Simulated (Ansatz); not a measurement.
## Sensitivity of the G0W0 gap of GaP (F-43m)

A base run on GaP (F-43m), then changed inputs.

Method: G0W0 on PBE, plane waves, PAW, in Ansatz 0.2.0.

### 1. The starting structure

The structure is cubic, space group F-43m (No. 216). Conventional cell: a = 5.451 Å, b = 5.451 Å, c = 5.451 Å, α = 90.00°, β = 90.00°, γ = 90.00°. Nearest to Ga lie 4 P at 2.36 Å. P has 4 Ga at 2.36 Å nearest. Farther neighbours are not listed.

As a file:

```cif
data_structure
_symmetry_space_group_name_H-M 'P 1'
_symmetry_Int_Tables_number 1
_cell_length_a 3.8541
_cell_length_b 3.8541
_cell_length_c 3.8541
_cell_angle_alpha 60.000
_cell_angle_beta 60.000
_cell_angle_gamma 60.000
_cell_volume 40.48
loop_
_atom_site_label
_atom_site_type_symbol
_atom_site_fract_x
_atom_site_fract_y
_atom_site_fract_z
_atom_site_occupancy
Ga1 Ga 0.00000 0.00000 0.00000 1
P2 P 0.25000 0.25000 0.25000 1
```

The cell and positions come from the Crystallography Open Database and are kept as given unless a step says otherwise. The default PAW set here is soft_2. Its files were made with PBE.

### 2. The base run: 6×6×6 mesh, 42 empty bands, screening to 60 eV

Now the one-shot GW correction: screening in the RPA, then the self-energy of the levels asked for.

The input, input.yaml:

```yaml
crystal:
  lattice:
    - [0.0, 2.72525, 2.72525]
    - [2.72525, 0.0, 2.72525]
    - [2.72525, 2.72525, 0.0]
  atoms:
    - { symbol: Ga, position: [0.0, 0.0, 0.0] }
    - { symbol: P, position: [0.25, 0.25, 0.25] }
kpoints:
  mp_grid: { grid: [6, 6, 6] }
hamiltonian:
  xc: pbe
scf:
  occupations: { method: fixed }
gw:
  n_empty_bands: 42
  ecut_chi: 60
  qp_bands: [v2, c2]
  qp_kpoints: band_edges
  screening: { model: contour_deformation }
```

Command:

```sh
$ ansatz run input.yaml --threads 3 --pin off --max-ram 64512MiB --backend cuda --events-out ev --progress --plain --runs-dir out --devices 1 --max-vram 24GiB  # rebuilt from the run's record
```

Numbers of over 12 decimals in the logs are rounded to 6 here.

Log:

```text
GPUs: using 1 of 1 available (devices: 1).
Engine: ansatz 0.2.0, x86_64-unknown-linux-gnu
Pseudopotentials: kind: paw
Pseudopotential: Ga, paw, valence charge 13, recommended cutoff 420 eV (normal), Ga.paw.azcp
Pseudopotential: P, paw, valence charge 5, recommended cutoff 420 eV (normal), P.paw.azcp
Functional definition: PBE
  parameter kappa = 0.804
  parameter beta = 0.066725
  exchange = pbe_x(kappa = kappa, mu = beta*pi^2/3)
  correlation = pbe_c(beta = beta)
device memory: the entry about to start is reckoned to put 0.4 GiB on a device that reports 71.8 GiB free (of which the cap on the GPU budget leaves the run 24.0 GiB)
GPU FFT provider: cuFFT
GPU libraries: cuBLAS 13.8.2, cuFFT 12.4.0, cuSOLVER 12.3.4
Crystal: 2 atoms, lattice volume = 40.481 Å³
Basis set: ecut = 420 eV, 749 PW (Γ)
Bands: 13, of which v1, the nominal top of the filled ones, is band 9 counted from 1 (8 counted from 0)
Symmetry: 24 space group operations
Space group: F-43m (ITA 216), of the structure as read, at distance tolerance 3.4e-5 Å
k-points: 16 of 216 (time reversal used)
Non-local potential: Ga, projectors of the file, l = 0: 2, l = 1: 2, l = 2: 3, l = 3: 1
Non-local potential: P, projectors of the file, l = 0: 2, l = 1: 2, l = 2: 2
PAW form: soft (Blöchl's): semilocal exchange-correlation on the pseudo side does not see the compensation charge
PAW one-centre angular grid: Ga, 590 points (default); XC on 64 Gauss nodes
PAW one-centre angular grid: P, 110 points (default); XC on 64 Gauss nodes
Initial density: superposition of atomic densities (neutral atoms: chi_scale 0, normalization atom), corrected by the library's trained network
Initial wavefunctions: pseudopotential atomic-orbital guess
GPU buffer pool allocated for 19683 grid points (all kernels)
GPU transforms: local potential and band sums: pruned to the plane-wave sphere, on 25×25×25
Functional: x = pbe(κ = 0.804, μ = 0.219515), c = pbe(β = 0.066725)
SCF iter   1: F=—  HF=-4539.535097 eV  |F-HF|=—  |Δ(HF+E_count)|=         —  Δρ=1.41e-3  dr2=8.77e-4  ethr=1.77e-3  ⟨swp⟩=4.9  Hψ=1113  notcnv=0  defer=27
preconditioner: auto → none  [insulator: Δε(μ)=1.644 eV  Ē_g=15.511 eV  n_scr=14 (ndim 8)  ℏωp=24.8 eV  f_vac=0.011  ε∞_Penn≈3.5]
SCF iter   2: F=—  HF=-4539.534329 eV  |F-HF|=—  |Δ(HF+E_count)|=   7.69e-4  Δρ=1.22e-3  dr2=3.98e-4  ethr=4.87e-6  ⟨swp⟩=2.8  Hψ=539  notcnv=0  defer=32
SCF iter   3: F=—  HF=-4539.534139 eV  |F-HF|=—  |Δ(HF+E_count)|=   1.89e-4  Δρ=4.56e-4  dr2=5.92e-5  ethr=2.21e-6  ⟨swp⟩=2.0  Hψ=390  notcnv=0  defer=27
SCF iter   4: F=—  HF=-4539.534181 eV  |F-HF|=—  |Δ(HF+E_count)|=   4.17e-5  Δρ=1.67e-4  dr2=6.12e-6  ethr=3.29e-7  ⟨swp⟩=2.0  Hψ=380  notcnv=0  defer=27
[...]
E_nonlocal   = 458.868013
  E_hartree    = 1017.620498
  E_xc         = -130.788858
  E_vxc        = -119.043681  (∫ρ·V_xc dr)
  E_paw        = -2558.414665  (= ΣΔE_a)
  E_vpaw       = -419.062363  (= ΣTr[D̂ρ^β])
  E_aug_tail   = -0.000104  (compensation charges beyond the density's cutoff)
  E_ewald      = -1312.644944
  E_smearing   = -0.000000  (= −TS)
  E_closure    = 0.000000  (closes the sum)
  Σ components = -4539.534179   (vs F -4539.534179, Δ=0.00e0)
--- Band table (eV; the first three rows and the last of 16) ---
  k-point 0: bands = [... 5 lower, -5.4013, 7.0923, 7.0923, 7.0923, 8.9192, 10.9731, 10.9731, 10.9731]
  k-point 1: bands = [... 5 lower, -5.0450, 4.7047, 6.7210, 6.7210, 9.5048, 11.5213, 11.5213, 12.1169]
  k-point 2: bands = [... 5 lower, -4.0976, 1.8834, 6.1848, 6.1848, 8.9896, 11.8980, 11.8980, 14.6886]
  k-point 15: bands = [... 5 lower, -2.3653, 0.4835, 3.7157, 3.8281, 10.5677, 10.7368, 14.6373, 14.6610]
--- G₀W₀: contour deformation, 6 samples at zero and on the imaginary axis and 2 off it, 216 q-points, 42 empty bands' worth ---
  eigenvalues of the whole cell's RPA ε∞ on this k-mesh (on a slab, of 1 + 4πα/V) = 12.2172, 12.2172, 12.2172; static W/v taken at q = 0 is 0.081852
  bands read: the sum over 51 bands ends inside a degenerate multiplet in 2 slots, whose members it reads at an even weight; the widest, k=0: bands 51 to 53 (counted from 1) at 1/3 each
  gw.qp_kpoints: band_edges: 9 of 16 stored k-points solved, in 1 pass; an edge of the gap read off the rows below is read off those points alone
    valence top: of the k-points left out ik 8 came nearest to being solved in a further pass, in band 9 (counted from 1, as in the quasiparticle table): it holds the edge there only if its correction is more favourable than any solved in that band by at least 0.513 eV; those differ by 0.166 eV
    conduction bottom: of the k-points left out ik 11 came nearest to being solved in a further pass, in band 10 (counted from 1, as in the quasiparticle table): it holds the edge there only if its correction is more favourable than any solved in that band by at least 0.855 eV; those differ by 0.621 eV
    ik  band        ε_KS         Σx   Σc(E_QP)       V_xc       Z   E_QP_lin       E_QP  E_QP is
     0     8      7.0923   -17.1451     1.5702   -15.3974  0.7693     6.9144     6.9147  root
     0     9      7.0923   -17.1451     1.5702   -15.3974  0.7693     6.9144     6.9147  root
     0    10      8.9192   -10.7830    -3.7183   -15.2486  0.7808     9.6730     9.6664  root
     0    11     10.9731    -7.4617    -4.0495   -12.0235  0.7744    11.4894    11.4853  root
     1     8      6.7210   -16.8281     1.6528   -14.9763  0.7676     6.5215     6.5219  root
     1     9      6.7210   -16.8281     1.6528   -14.9763  0.7676     6.5215     6.5219  root
     1    10      9.5048    -9.4840    -3.7798   -13.9025  0.7792    10.1486    10.1435  root
     1    11     11.5213    -7.5906    -4.2199   -12.3376  0.7672    12.0533    12.0484  root
[...]
12     8      4.4071   -16.0064     2.4974   -13.1652  0.7440     4.0612     4.0633  root
    12     9      4.4071   -16.0064     2.4974   -13.1652  0.7440     4.0612     4.0633  root
    12    10      8.7432    -6.9016    -3.5611   -10.5886  0.7935     8.8693     8.8691  root
    12    11      8.9127    -7.9321    -3.6084   -11.8951  0.7864     9.2687     9.2673  root
[key lines of the parts left out:]
SCF converged after 7 iterations
Free energy (F): -4539.534179 eV
Fermi energy:    7.092276 eV
```

Run time: 9.7 s. Hardware: 1 × NVIDIA H100 80GB HBM3 (shared by 3 runs) with 3 threads of AMD EPYC 7R13 (Zen 3), shared host; peak memory 1 GiB; 13 s of CPU time.

Reading the cycles: dr2 is the Hartree energy of the density residual (eV), the measure of convergence; HF is the Harris–Foulkes estimate of the energy, which meets the free energy F at convergence.

Numbers from this step:

```
bands summed                                 : 51
RPA ε∞ on this mesh (eigenvalues)            : 12.22, 12.22, 12.22
plane waves in the screening matrix          : 51
q-points in the mesh                         : 216
G0W0 gap on the mesh                         : 1.954 eV
k of the valence top                         : 0, 0, 0
k of the conduction bottom                   : 0, -0.5, -0.5
starting gap on the mesh                     : 1.651 eV
Z at the valence top                         : 0.7693
Z at the conduction bottom                   : 0.7935
least direct G0W0 gap on the computed points : 2.752 eV
```

The gap on the mesh goes from 1.65 eV to 1.95 eV, a correction of +0.30 eV. Between the two edge states, bare exchange in place of the xc potential would open the gap by 5.43 eV, and correlation takes back 5.13 eV.

### 3. Variant: static remainder

This step: G0W0 on PBE, plane waves, norm-conserving pseudopotentials.

input.yaml, the sections that differ from step 2:

```yaml
kpoints:
  mp_grid: { grid: [4, 4, 4] }
hamiltonian:
  xc: pbe
  pseudopotentials: { kind: nc }
gw:
  n_empty_bands: 42
  ecut_chi: 100
  qp_bands: [v2, c2]
  qp_kpoints: band_edges
  screening: { model: contour_deformation }
  static_remainder: true
# crystal, scf: as in step 2
```

Log:

```text
Warning: gw takes pair_densities: pseudo, which can misplace gaps by tens of per cent, since gw.static_remainder lacks the terms of the atoms
GPUs: using 1 of 1 available (devices: 1).
[...]
GPU FFT provider: cuFFT
GPU libraries: cuBLAS 13.8.2, cuFFT 12.4.0, cuSOLVER 12.3.4
Crystal: 2 atoms, lattice volume = 40.481 Å³
Basis set: ecut = 1088.45545 eV, 3287 PW (Γ)
Bands: 13, of which v1, the nominal top of the filled ones, is band 9 counted from 1 (8 counted from 0)
[... 1 set-up line as in the run before ...]
[...]
k-points: 8 of 64 (time reversal used)
[...]
GPU buffer pool allocated for 91125 grid points (all kernels)
[...]
SCF iter   1: F=—  HF=-2270.233454 eV  |F-HF|=—  |Δ(HF+E_count)|=         —  Δρ=3.99e-2  dr2=7.28e-1  ethr=3.10e-3  ⟨swp⟩=5.1  Hψ=561  notcnv=0  defer=11
[...]
SCF iter   8: F=-2270.071594 eV  HF=-2270.071594 eV  |F-HF|=6.70e-10  |Δ(HF+E_count)|=   6.47e-8  Δρ=2.86e-6  dr2=1.81e-9  ethr=5.56e-10  ⟨swp⟩=7.1  Hψ=574  notcnv=0
SCF 1 converged in 8 iterations: F = -2270.071594 eV  dr2 = 1.81e-9
[...]
NSCF: frozen V_eff on 8 k-points
[...]
G₀W₀ screening: q 1/8
[... further progress lines ...]
[...]
SCF converged after 8 iterations
Free energy (F): -2270.071594 eV
[...]
Internal energy: -2270.071594 eV  (E = F + TS)
E sigma→0 (E₀):  -2270.071594 eV
Fermi energy:    7.658393 eV
[...]
--- Band table (eV; the first three rows and the last of 8) ---
  k-point 0: bands = [... 5 lower, -4.8422, 7.6584, 7.6584, 7.6584, 9.4653, 11.5192, 11.5192, 11.5192]
  k-point 1: bands = [... 5 lower, -4.0666, 3.7711, 6.9924, 6.9924, 9.7940, 12.3761, 12.3761, 13.9959]
  k-point 2: bands = [... 5 lower, -2.7734, 1.0075, 6.5354, 6.5354, 9.3109, 12.3501, 12.3501, 15.9269]
  k-point 7: bands = [... 5 lower, -1.7764, 1.0884, 4.0724, 4.2247, 12.3482, 12.5068, 13.7341, 13.7926]
[...]
static-remainder magnitude (band-truncation diagnostic): 0.7308 eV
[...]
0     8      7.6584   -14.7597     1.3722   -12.8277  0.7651     7.0948     7.0985  root
     0     9      7.6584   -14.7597     1.3722   -12.8277  0.7651     7.0948     7.0985  root
     0    10      9.4653    -7.9100    -4.4419   -12.3114  0.7738     9.4248     9.4248  root
     0    11     11.5192    -6.7856    -4.2326   -10.8649  0.7734    11.3663    11.3660  root
     1     8      6.9924   -14.7106     1.6211   -12.4469  0.7621     6.3442     6.3498  root
     1     9      6.9924   -14.7106     1.6211   -12.4469  0.7621     6.3442     6.3498  root
     1    10      9.7940    -7.2996    -4.2538   -11.4909  0.7772     9.7316     9.7315  root
     1    11     12.3761    -6.4885    -4.5646   -10.9716  0.7604    12.2946    12.2945  root
[...]
7     8      4.0724   -14.3641     2.6517   -11.0077  0.7319     3.3626     3.3678  root
     7     9      4.2247   -14.1129     2.5786   -10.7605  0.7305     3.4395     3.4509  root
     7    10     12.3482    -5.5345    -4.6299   -10.1887  0.7651    12.3725    12.3725  root
     7    11     12.5068    -6.9743    -5.1623   -12.1604  0.7464    12.5306    12.5307  root
```

It took 6.7 s on 1 × NVIDIA H100 80GB HBM3 (shared by 3 runs) with 3 threads; peak memory 0.97 GiB; 4.1 s of CPU time.

Against the base:

```csv
setting,base,variant
files,default PAW,norm-conserving
mesh,6×6×6,4×4×4
screening cutoff (eV),60,100
static remainder,-,true
```

```
                                    quantity  variant   base
                    starting gap on the mesh    1.631  1.651
                        G0W0 gap on the mesh    2.124  1.954
least direct G0W0 gap on the computed points    2.326  2.752
                        Z at the valence top    0.765  0.769
                  Z at the conduction bottom    0.792  0.793
```

### 4. Outcome

```yaml
base: 1.95 eV, 9.7 s
static_remainder: 2.12 eV, 6.7 s
```

**Reading.** Static remainder: the gap moves by +0.17 eV (the plane-wave cutoff goes from 420 to 1088.46 eV); such settings are too crude to quote. The variant differs from the base in files, mesh, screening cutoff and static remainder together, so the change can't be laid to one of them. This option needs pseudo pair densities, which the log warns can misplace gaps. All runs here use a coarse mesh and modest cutoffs; they test settings and are not final values. The many-body steps are scalar-relativistic: spin-orbit coupling is not in them.

[Paths, hosts, dates, memory and timing lines, banners, echoed tables and standing remarks are left out of the program output.]

[Logs are printed without paths, hosts, clocks, repeated set-up lines and the standing remarks that a program may print on its own settings, such as how far it seeks lower states.]

[Runs of the session that timed out or met a known fault of the program may be left out.]

[Cells called generated may have been cut or substituted from an entry of the Crystallography Open Database or the Materials Project.]

[Hosts, paths, dates, database ids (printed as entryN), source tags and the programs' standing remarks are cut or masked in the printed files.]
